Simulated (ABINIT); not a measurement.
# AlN (F-43m): G0W0 in ABINIT against the bands in the self-energy, part 2 of 2

Wanted: the cheapest bands in the self-energy that holds the gap of AlN (F-43m).

ABINIT 10.8.3; PBE and many-body steps on it, plane waves. Known limits of the many-body steps: not at the basis limit.

So far. Step 2 (Screening, 6×6×6 mesh, 382 bands, screening to 435.4 eV): Local fields lower ε∞ by 9 %.

## 6. 99 bands

Level of this step: G0W0 on PBE, plane waves, norm-conserving pseudopotentials (ABINIT).

The self-energy is evaluated for the states that the input lists, and the levels follow from it, in one-shot runs by the linearised quasiparticle equation.

Input file run.abi:

```
acell 3*1.0 Angstrom
rprim 
  -0.000000000000 2.183993559600 2.183993559600
  2.183993559600 -0.000000000000 2.183993559600
  2.183993559600 2.183993559600 -0.000000000000
ntypat 2
znucl 13 7
natom 2
typat 1 2
xred 
  0.000000000000 0.000000000000 0.000000000000
  0.750000000000 0.750000000000 0.750000000000
pp_dirpath "pseudos"
pseudos "Al.upf, N.upf"
ecut 36
ngkpt 6 6 6
nshiftk 1
shiftk 0 0 0
kptopt 1
chksymbreak 0
istwfk *1
occopt 1
irdwfk 1
optdriver 4
nband 99
gwcalctyp 0
ecutsigx 36
symsigma 1
nkptgw 2
kptgw 
  0.0000000000 0.0000000000 0.0000000000
  0.5000000000 0.5000000000 0.0000000000
bdgw 
  2 8
  3 6
ecuteps 16
irdscr 1
ppmodel 1
indata_prefix "in"
outdata_prefix "out"
tmpdata_prefix "tmp"
```

On the command line:

```
> OMP_NUM_THREADS=1 mpirun -n 8 abinit run.abi > log
```

The program printed:

```text
.Version 10.8.3 of ABINIT. v10.8.2 released Aug 2026.

 Symmetries : space group F-4 3 m (#216); Bravais cF (face-center cubic)
[... echo of the input left out ...]
== DATASET  1 ==================================================================
-   mpi_nproc: 8, omp_nthreads: 1 (-1 if OMP is not activated)

--- !DatasetInfo
iteration_state: {dtset: 1, }
dimensions: {natom: 2, nkpt: 16, mband: 99, nsppol: 1, nspinor: 1, nspden: 1, mpw: 1464, }
cutoff_energies: {ecut:  36.0, pawecutdg:  -1.0, }
[...]
Band     E0 <VxcDFT>   SigX SigC(E0)      Z dSigC/dE  Sig(E)    E-E0       E
[...]
5   8.483  -9.206  -5.016  -3.788   0.835  -0.197  -8.871   0.335   8.818
        6  13.810  -9.461  -4.383  -4.391   0.838  -0.193  -8.885   0.576  14.386

== END DATASET(S) ==============================================================
================================================================================

 -outvars: echo values of variables after computation  --------
           etotal      0.0000000000E+00
            nband          99
             nkpt          16
          spgroup         216
 [... the other variables as echoed above ...]

 Calculation completed.
```

The job ended after 15 s (8 MPI ranks of AMD EPYC 9R45, shared host; peak memory 2.4 GiB).

This step gave:

```
G0W0 gap on the points computed              : 4.561 eV
starting gap on the mesh                     : 3.325 eV
k of the valence top                         : 0, 0, 0
k of the conduction bottom                   : 0.5, 0.5, 0
least direct G0W0 gap on the computed points : 5.586 eV
```

The gap on the mesh goes from 3.32 eV to 4.56 eV, a correction of +1.24 eV.

## 7. 225 bands

run.abi: that of step 6 with these lines changed.

```diff
@@ -24,3 +24,3 @@
 optdriver 4
-nband 99
+nband 225
 gwcalctyp 0
```

The program printed:

```text
.Version 10.8.3 of ABINIT. v10.8.2 released Aug 2026.

 Symmetries : space group F-4 3 m (#216); Bravais cF (face-center cubic)
[... echo of the input left out ...]
== DATASET  1 ==================================================================
-   mpi_nproc: 8, omp_nthreads: 1 (-1 if OMP is not activated)

--- !DatasetInfo
iteration_state: {dtset: 1, }
dimensions: {natom: 2, nkpt: 16, mband: 225, nsppol: 1, nspinor: 1, nspden: 1, mpw: 1464, }
cutoff_energies: {ecut:  36.0, pawecutdg:  -1.0, }
[...]
Band     E0 <VxcDFT>   SigX SigC(E0)      Z dSigC/dE  Sig(E)    E-E0       E
[...]
5   8.483  -9.206  -5.016  -3.824   0.835  -0.197  -8.900   0.305   8.789
        6  13.810  -9.461  -4.383  -4.433   0.838  -0.193  -8.920   0.541  14.351

== END DATASET(S) ==============================================================
================================================================================

 -outvars: echo values of variables after computation  --------
           etotal      0.0000000000E+00
            nband         225
             nkpt          16
          spgroup         216
 [... the other variables as echoed above ...]

 Calculation completed.
```

It took 31 s on 8 MPI ranks; peak memory 2.9 GiB.

This step gave:

| Property | Result |
| --- | --- |
| G0W0 gap on the points computed | 4.646 eV |
| starting gap on the mesh | 3.325 eV |
| k of the valence top | 0, 0, 0 |
| k of the conduction bottom | 0.5, 0.5, 0 |
| least direct G0W0 gap on the computed points | 5.632 eV |

Against the run before, the gap moves by +0.085 eV.

## 8. 382 bands

run.abi: that of step 7 with these lines changed.

```diff
@@ -24,3 +24,3 @@
 optdriver 4
-nband 225
+nband 382
 gwcalctyp 0
```

The program printed:

```text
.Version 10.8.3 of ABINIT. v10.8.2 released Aug 2026.

 Symmetries : space group F-4 3 m (#216); Bravais cF (face-center cubic)
[... echo of the input left out ...]
== DATASET  1 ==================================================================
-   mpi_nproc: 8, omp_nthreads: 1 (-1 if OMP is not activated)

--- !DatasetInfo
iteration_state: {dtset: 1, }
dimensions: {natom: 2, nkpt: 16, mband: 382, nsppol: 1, nspinor: 1, nspden: 1, mpw: 1464, }
cutoff_energies: {ecut:  36.0, pawecutdg:  -1.0, }
[...]
Band     E0 <VxcDFT>   SigX SigC(E0)      Z dSigC/dE  Sig(E)    E-E0       E
[...]
5   8.483  -9.206  -5.016  -3.831   0.835  -0.197  -8.907   0.299   8.782
        6  13.810  -9.461  -4.383  -4.441   0.838  -0.193  -8.927   0.533  14.344

== END DATASET(S) ==============================================================
================================================================================

 -outvars: echo values of variables after computation  --------
           etotal      0.0000000000E+00
            nband         382
             nkpt          16
          spgroup         216
 [... the other variables as echoed above ...]

 Calculation completed.
```

Run time: 51 s. Hardware: 8 MPI ranks; peak memory 3.6 GiB; 6.7 min of CPU time.

Numbers from this step:

```
G0W0 gap on the points computed              : 4.667 eV
starting gap on the mesh                     : 3.325 eV
k of the valence top                         : 0, 0, 0
k of the conduction bottom                   : 0.5, 0.5, 0
least direct G0W0 gap on the computed points : 5.645 eV
```

Against the run before, the gap moves by +0.021 eV.

## 9. Side by side

Times are wall times on the hardware named with each run, good to a factor of about two. A run's time includes the screening step that it read.

```tsv
run	mesh	bands	screening cutoff (eV)	DFT gap (eV)	gap on the mesh (eV)	direct (eV)	ε∞ used	time
12 bands	6×6×6	12	435.4	3.325	4.049	5.268	4.35	53 s
15 bands	6×6×6	15	435.4	3.325	4.134	5.291	4.35	54 s
37 bands	6×6×6	37	435.4	3.325	4.356	5.473	4.35	57 s
99 bands	6×6×6	99	435.4	3.325	4.561	5.586	4.35	65 s
225 bands	6×6×6	225	435.4	3.325	4.646	5.632	4.35	81 s
382 bands	6×6×6	382	435.4	3.325	4.667	5.645	4.35	1.7 min
```

## 10. Results

```yaml
12_bands: 4.049 eV
15_bands: 4.134 eV
37_bands: 4.356 eV
99_bands: 4.561 eV
225_bands: 4.646 eV
382_bands: 4.667 eV
known_limits: not at the basis limit
```

The setting moved: bands in the self-energy. From 12 bands to 382 bands the gap moves by +0.62 eV. The last step still moves it by +0.021 eV. Bands and screening cutoff are coupled, so a series along one setting does not show full convergence. Bands and cutoff are finite, so the gap is not at the basis limit. The miss can reach some tenths of an eV and take either sign; the mesh is an error of its own. In the first G0W0 run levels were corrected at 2 k points alone, so a gap called «on the mesh» is the least over those, and an edge elsewhere would be missed.

[Paths, hosts, dates, memory and timing lines, banners, echoed tables and standing remarks are left out of the program output.]

[Logs are printed without paths, hosts, clocks, repeated set-up lines and the standing remarks that a program may print on its own settings, such as how far it seeks lower states.]

[Runs of the session that timed out or met a known fault of the program may be left out.]

[No measured gap is set beside runs whose start may be inverted or whose files or cutoffs have a known fault.]

[Hosts, paths, dates, database ids (printed as entryN), source tags and the programs' standing remarks are cut or masked in the printed files.]

[G0W0 gaps are taken among the corrected bands and points alone; a level outside them can change the order at an edge.]

[Where Ansatz stands beside ABINIT at settings called matched, ABINIT's density can come from a denser mesh and the files from another edition; pairs whose starting gaps differed by over 0.03 eV were left out, so agreement reads better than it is.]
